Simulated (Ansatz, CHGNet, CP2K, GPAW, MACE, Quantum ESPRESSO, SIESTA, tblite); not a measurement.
**Twisted Ti2CO2 MXene bilayer, 21.79° (70 atoms) in tblite**

How near does tblite come to plane waves for twisted Ti2CO2 MXene bilayer, 21.79° (70 atoms)?

Calculated with tblite 0.8.0; the method is named at each step.

### Step 1. Starting point

The cell holds 70 atoms: 14 C, 28 Ti and 28 O. Cell: a = 8.017 Å, b = 8.017 Å, c = 23.860 Å, α = 90.0°, β = 90.0°, γ = 120.0°. It derives from Ti2CO2 (Ti2CO2 MXene). Ti2CO2 MXene (a = 3.03 Å) under Ti2CO2 MXene (a = 3.03 Å), bilayer, commensurate cell of 7 unit cells a layer, twist 21.79 deg; facing planes 2.98 Å apart; 12 Å of vacuum; layers as built, displaced by a Gaussian of 0.01 Å. Then every atom was moved at random, 0.03 Å r.m.s. a Cartesian component. Regions: layer 1, 35 atoms (7 C, 14 Ti and 14 O); layer 2, 35 atoms (7 C, 14 Ti and 14 O). Vacuum lies along c.

The yardstick, on the same geometry:

- method: Kohn-Sham DFT, PBE, PAW, plane waves (Ansatz 0.2.0); cutoff 420 eV, Γ point, fermi-dirac smearing of 0.05 eV; PAW set soft_2
- r.m.s. force component: 0.5018 eV/Å
- longest force: 1.989 eV/Å
- gap (highest filled to lowest empty level): 0.4857 eV
- SCF cycles: 12
- time: 22 s on 4 threads of Arm Neoverse V1, shared host
- CPU time: 82 s

### Step 2. GFN1-xTB

Method: GFN1-xTB tight binding, diagonalisation.

File run.py:

```python
import numpy as np
from ase.io import read
from tblite.ase import TBLite

atoms = read("structure.xyz")
atoms.calc = TBLite(method="GFN1-xTB", electronic_temperature=580, accuracy=1.0, max_iterations=250, mixer_damping=0.1, verbosity=1)
energy = atoms.get_potential_energy()
forces = atoms.get_forces()
print(f"energy {energy:.6f} eV")
print("forces (eV/A)")
for i, (a, f) in enumerate(zip(atoms, forces)):
    print(f"{i:4d} {a.symbol:2s} {f[0]:10.5f} {f[1]:10.5f} {f[2]:10.5f}")
print("charges (e)")
print(np.array2string(atoms.get_charges(), precision=4, suppress_small=True, max_line_width=110, threshold=100000))
```

File structure.xyz:

```xyz
70
Lattice="8.01660 0.00000 0.00000 -4.00830 6.94258 0.00000 0.00000 0.00000 23.86000" Properties=species:S:1:pos:R:3 pbc="T T T"
C 3.98950 6.93237 8.24625
Ti 0.57034 1.67129 9.53374
Ti 1.77047 0.33699 6.91248
O 1.73062 0.31533 10.41441
O 0.55599 1.71155 5.97788
C -0.59295 2.99454 8.24053
Ti 0.01924 4.62390 9.54424
Ti 1.12798 3.31765 6.90127
O 1.15299 3.34514 10.43493
O -0.02854 4.67749 5.98886
C -1.16253 5.96430 8.25962
Ti 3.46558 0.65857 9.54567
Ti 0.56709 6.26443 6.93252
O 0.64061 6.26443 10.40034
O 3.40714 0.64441 6.03682
C 2.25968 1.97718 8.16680
Ti 2.80192 3.58994 9.60842
Ti 4.02245 2.31542 6.90318
O 4.04722 2.35749 10.42658
O 2.84702 3.63972 6.02012
C 1.70866 4.93104 8.24792
Ti 2.28425 6.57018 9.53493
Ti 3.39050 5.32531 6.88385
O 3.40605 5.24436 10.41250
O 2.29215 6.59885 5.94472
C 5.14133 0.94343 8.18517
Ti 5.72878 2.65519 9.49771
Ti 6.86714 1.38373 6.93252
O 6.88907 1.28452 10.47764
O 5.69479 2.66408 5.99817
C 4.60349 3.89305 8.14700
Ti -2.84569 5.62411 9.48411
Ti -1.73062 4.28316 6.89363
O -1.71495 4.34307 10.43350
O -2.86702 5.65661 5.98361
C -1.65916 4.96290 15.66767
Ti -0.56898 6.27630 16.91292
Ti -0.01479 4.59536 14.29047
O 0.00906 4.65139 17.84895
O -0.60525 6.24777 13.37949
C 3.97499 6.90710 15.63951
Ti 1.15098 1.35096 16.98498
Ti -2.28160 6.64238 14.24800
O -2.32093 6.59760 17.86446
O 1.19744 1.32117 13.45776
C 0.57026 2.94678 15.61542
Ti 1.72525 4.29343 16.95706
Ti 2.31074 2.63547 14.30526
O 2.29363 2.66262 17.87186
O 1.71194 4.28413 13.40383
C 1.07871 5.96243 15.64047
Ti 6.25704 0.30242 16.96995
Ti 2.88517 5.56698 14.36372
O 2.81487 5.63335 17.84776
O 6.25772 0.31221 13.42268
C 2.84329 0.94037 15.60539
[... 10 atom lines left out ...]
Ti -1.15956 3.29294 16.98212
Ti -0.53475 1.63060 14.34225
O -0.56188 1.61262 17.85324
O -1.15106 3.34084 13.43413
```

On the command line:

```
$ OMP_NUM_THREADS=1 python run.py > output.txt
```

Log:

```text
------------------------------------------------------------
  cycle        total energy    energy error   density error
------------------------------------------------------------
      1     -164.5503023708  -1.6469109E+02   1.3076780E+00
      2     -179.9146085718  -1.5364306E+01   1.0140108E+00
      3     -177.4688057379   2.4458028E+00   1.1383762E+00
      4     -193.2023611904  -1.5733555E+01   5.4057797E-01
      5      164.2436855125   3.5744605E+02   1.1638168E+00
      6     -180.6517338304  -3.4489542E+02   5.3732465E-01
      7      98.44651337994   2.7909825E+02   1.0706900E+00
      8     -191.7389735609  -2.9018549E+02   8.4133757E-01
      9     -193.8157397321  -2.0767662E+00   4.4330993E-01
     10     -194.8137013570  -9.9796162E-01   4.5262120E-01
     11     -190.8475717723   3.9661296E+00   3.6869002E-01
     12     -31.55818534165   1.5928939E+02   7.6785419E-01
     13     -184.9186156881  -1.5336043E+02   3.0654478E-01
     14     -193.7342662932  -8.8156506E+00   2.3705296E-01
     15     -194.3748373730  -6.4057108E-01   2.2359651E-01
     16     -195.4623405326  -1.0875032E+00   2.1117271E-01
     17     -197.5748513693  -2.1125108E+00   1.9857529E-01
     18     -197.7116550834  -1.3680371E-01   1.6891125E-01
     19     -197.8567345639  -1.4507948E-01   1.3350525E-01
     20     -197.8606921920  -3.9576281E-03   1.1130200E-01
     21     -197.9325516585  -7.1859466E-02   8.0126891E-02
     22     -198.0226390279  -9.0087369E-02   6.6950390E-02
     23     -198.0473440748  -2.4705047E-02   5.7252512E-02
     24     -198.0936188895  -4.6274815E-02   3.8483221E-02
[...]
39     -198.1650043541  -2.1060693E-05   2.0911919E-04
     40     -198.1650055899  -1.2357917E-06   1.6975004E-04
     41     -198.1650095289  -3.9390202E-06   9.8911384E-05
     42     -198.1650105371  -1.0082002E-06   8.2319682E-05
     43     -198.1650109866  -4.4946782E-07   7.8165960E-05
     44     -198.1650112359  -2.4934317E-07   5.4271292E-05
     45     -198.1650113149  -7.9004849E-08   2.7395573E-05
     46     -198.1650113254  -1.0471069E-08   1.6181973E-05
------------------------------------------------------------
 total:                                   4.375 sec
energy -5392.344620 eV
forces (eV/A)
   0 C    -0.09527    0.09290   -0.40170
   1 Ti   -0.13365   -0.69315    0.31655
   2 Ti   -0.05475    0.14106   -0.41529
   3 O     0.03323    0.16793   -0.66390
   4 O    -0.17053   -0.10847    1.14597
   5 C     0.01304   -0.23484   -0.17470
   6 Ti   -0.29336    0.19730    0.41272
   7 Ti    0.44988   -0.08801   -0.58805
   8 O     0.07630   -0.26910   -0.59010
   9 O     0.00548   -0.21633    1.13496
  10 C     0.08601   -0.11858   -0.32913
  11 Ti   -0.13177    0.01793    0.24729
  12 Ti    0.19647    0.21081   -0.42050
  13 O    -0.44559    0.14978   -0.51484
  14 O    -0.09460   -0.15489    0.59260
  15 C    -0.02100   -0.01698    0.81811
  16 Ti    0.49493    0.30895    0.39453
  17 Ti   -0.02403    0.39570   -0.14210
  18 O    -0.30056   -0.21154   -0.95753
  19 O    -0.17713    0.00672    0.74261
  20 C    -0.03518   -0.01270   -0.43863
  21 Ti    0.36988    0.32789    0.71743
  22 Ti    0.17587    0.25411   -0.42474
  23 O    -0.02399   -0.11229   -0.82123
[...]
62 Ti    0.33949   -0.43493   -0.42968
  63 O    -0.04991   -0.31655   -0.86855
  64 O    -0.15606   -0.26075    0.82811
  65 C    -0.04487    0.02114    0.17156
  66 Ti    0.17710    0.17540    0.21017
  67 Ti   -0.31100    0.04362   -0.24403
  68 O    -0.13716    0.17474   -0.87238
  69 O     0.02499   -0.10451    0.83524
charges (e)
[-0.4108  0.6513  0.6643 -0.4592 -0.458  -0.4171  0.662   0.6694 -0.4489 -0.4596 -0.3993  0.6581  0.6553
 -0.4511 -0.455  -0.4152  0.6911  0.6613 -0.4536 -0.4595 -0.4178  0.6684  0.6844 -0.4568 -0.4547 -0.4151
  0.6429  0.646  -0.4565 -0.4516 -0.4067  0.6515  0.6656 -0.4552 -0.4607 -0.4013  0.6376  0.6838 -0.4603
 -0.4526 -0.4064  0.6738  0.6878 -0.4541 -0.4521 -0.419   0.6786  0.6679 -0.4569 -0.4555 -0.403   0.665
  0.6364 -0.4557 -0.4603 -0.4182  0.6629  0.6481 -0.4553 -0.4561 -0.4169  0.6403  0.6352 -0.4604 -0.4497
 -0.3991  0.6728  0.6524 -0.462  -0.4567]
```

Wall time 5.1 s (1 thread of Arm Neoverse V1, shared host); peak memory 0.12 GiB.

Banners, paths, timers and routine set-up lines are dropped from the logs unmarked, and long logs keep their key lines alone; longer cuts are marked.

Numbers from this run, and their distance from the reference:

```yaml
r_m_s_force_component: 0.4289 eV/Å
r_m_s_difference_of_force_components: 599.3 meV/Å
longest_difference_of_force_vectors: 1999 meV/Å
force_difference_over_r_m_s_force: 119.4 %
slope_of_forces_against_the_reference_s: 0.152
correlation_of_force_components: 0.1778
```

Length of the force difference by element (eV/Å):

```tsv
element	atoms	mean	most
C	14	0.30	0.65
O	28	1.2	1.7
Ti	28	0.97	2.0
```

A closer look about O39, picked at random: 13 atoms, nearest first, numbered in the order of the input, with positions taken from that point.

```tsv
atom	x	y	z	distance (Å)	bonds	Mulliken charge (e)	Fx	Fy	Fz (eV/Å)
O39	0.00	0.00	0.00	0.00	3	-0.46	-0.07	-0.38	-0.82
Ti37	-0.58	1.62	-0.94	1.96	6	0.64	0.14	-0.08	0.15
Ti47	1.72	-0.36	-0.89	1.97	6	0.68	0.12	0.09	0.29
Ti67	-1.17	-1.36	-0.87	1.99	6	0.67	0.18	0.18	0.21
C36	-1.67	0.31	-2.18	2.76	6	-0.40	-0.82	-0.28	-0.31
C51	1.07	1.31	-2.21	2.78	6	-0.40	0.35	-0.26	-0.04
C46	0.56	-1.70	-2.23	2.87	6	-0.42	-0.28	-0.03	0.33
O54	2.81	0.98	0.00	2.97	3	-0.46	-0.16	-0.08	-0.91
O59	0.50	2.94	-0.02	2.98	3	-0.46	0.15	0.28	-0.58
O49	2.28	-1.99	0.02	3.03	3	-0.46	-0.26	-0.20	-1.07
O64	-2.87	-1.00	0.00	3.04	3	-0.46	-0.05	-0.32	-0.87
O44	-2.33	1.95	0.02	3.04	3	-0.45	-0.25	0.02	-0.96
O69	-0.57	-3.04	0.00	3.09	3	-0.46	-0.14	0.17	-0.87
```

Atoms are counted from 1 here, from 0 in the log.

Forces lie 119 % from the reference's, at 0.062 times its CPU time (on 1 against 4 cores).

### Step 3. Summary of results

| Quantity | Value |
| --- | --- |
| force difference from the reference | tblite GFN1-xTB, 119 % |
| its CPU time | 5.1 s |

Tight binding differs by 119 % (tblite GFN1-xTB); it is another model, with fitted parameters of its own, and the xTB methods hold dispersion. One electronic-structure run takes under half the reference's CPU time: tblite GFN1-xTB, at 119 % in 5.1 s against 82 s, too far off to be of use. Periodic xTB results under one method name differ between programs and library versions. The reference's PBE has no dispersion term, which matters for the binding between molecules or layers. The runs have no spin polarisation, so moments on Ti can't form, and no Hubbard term. The electronic-structure runs sample only Γ, in a cell whose shortest periodic width is 7 Å.

[Also dropped from logs without a mark: logging warnings of Python, and SIESTA's first energy breakdown and zero terms.]

[Logs are printed without paths, hosts, clocks, repeated set-up lines and the standing remarks that a program may print on its own settings, such as how far it seeks lower states.]

[Hosts, paths, dates, database ids (printed as entryN), source tags and the programs' standing remarks are cut or masked in the printed files.]
